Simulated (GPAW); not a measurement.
Records of electronic-structure calculations.

```
LiCl (Fm-3m): G0W0 with GPAW, start to end
1.0
     0.00000    2.57150    2.57150
     2.57150    0.00000    2.57150
     2.57150    2.57150    0.00000
Li Cl
1 1
Direct
  0.00000 0.00000 0.00000
  0.50000 0.50000 0.50000
# method: DFT, LDA, plane waves, PAW (and 1 further level or step)
# program: GPAW 26.7.0
# settings: cutoff 600 eV, GPAW PAW setups 1.2.1 data release, 4×4×4 k-mesh, nbands 151
# cost: 4 runs, 35 s in all on 8 MPI ranks of Arm Neoverse V1, shared host
# notes: The cell and positions come from the Crystallography Open Database and are kept as given unless a step says otherwise. The 4×4×4 mesh is coarse for this cell, which bears on the long-range parts of exchange and screening.
# LDA gap: 5.94 eV, indirect (only 5 meV under the direct gap)
# G0W0 gap on the mesh: 8.67 eV
# GW settings: 4×4×4 mesh, 141 bands, screening to 150 eV, Godby-Needs plasmon pole
# known limits: short of the basis limit; coarse k mesh
```

[Long decimals in the printed logs are rounded to 6 places.]

[Logs are printed without paths, hosts, clocks, repeated set-up lines and the standing remarks that a program may print on its own settings, such as how far it seeks lower states.]

[Paths, hosts, dates, memory and timing lines, banners, echoed tables and standing remarks are left out of the program output; an Ansatz launch command may be rebuilt from the run's recorded settings. Measured values are a selection of at most five: reports struck by readers or far from the other reports are left out. None is set beside runs whose start may be inverted or whose files or cutoffs have a known fault.]

[Runs of the session that timed out or met a known fault of the program may be left out.]

[Hosts, paths, dates, database ids (printed as entryN), source tags and the programs' standing remarks are cut or masked in the printed files.]

[Where the starting crystal was built by hand or by swapping elements, it need not be the compound's stable phase.]
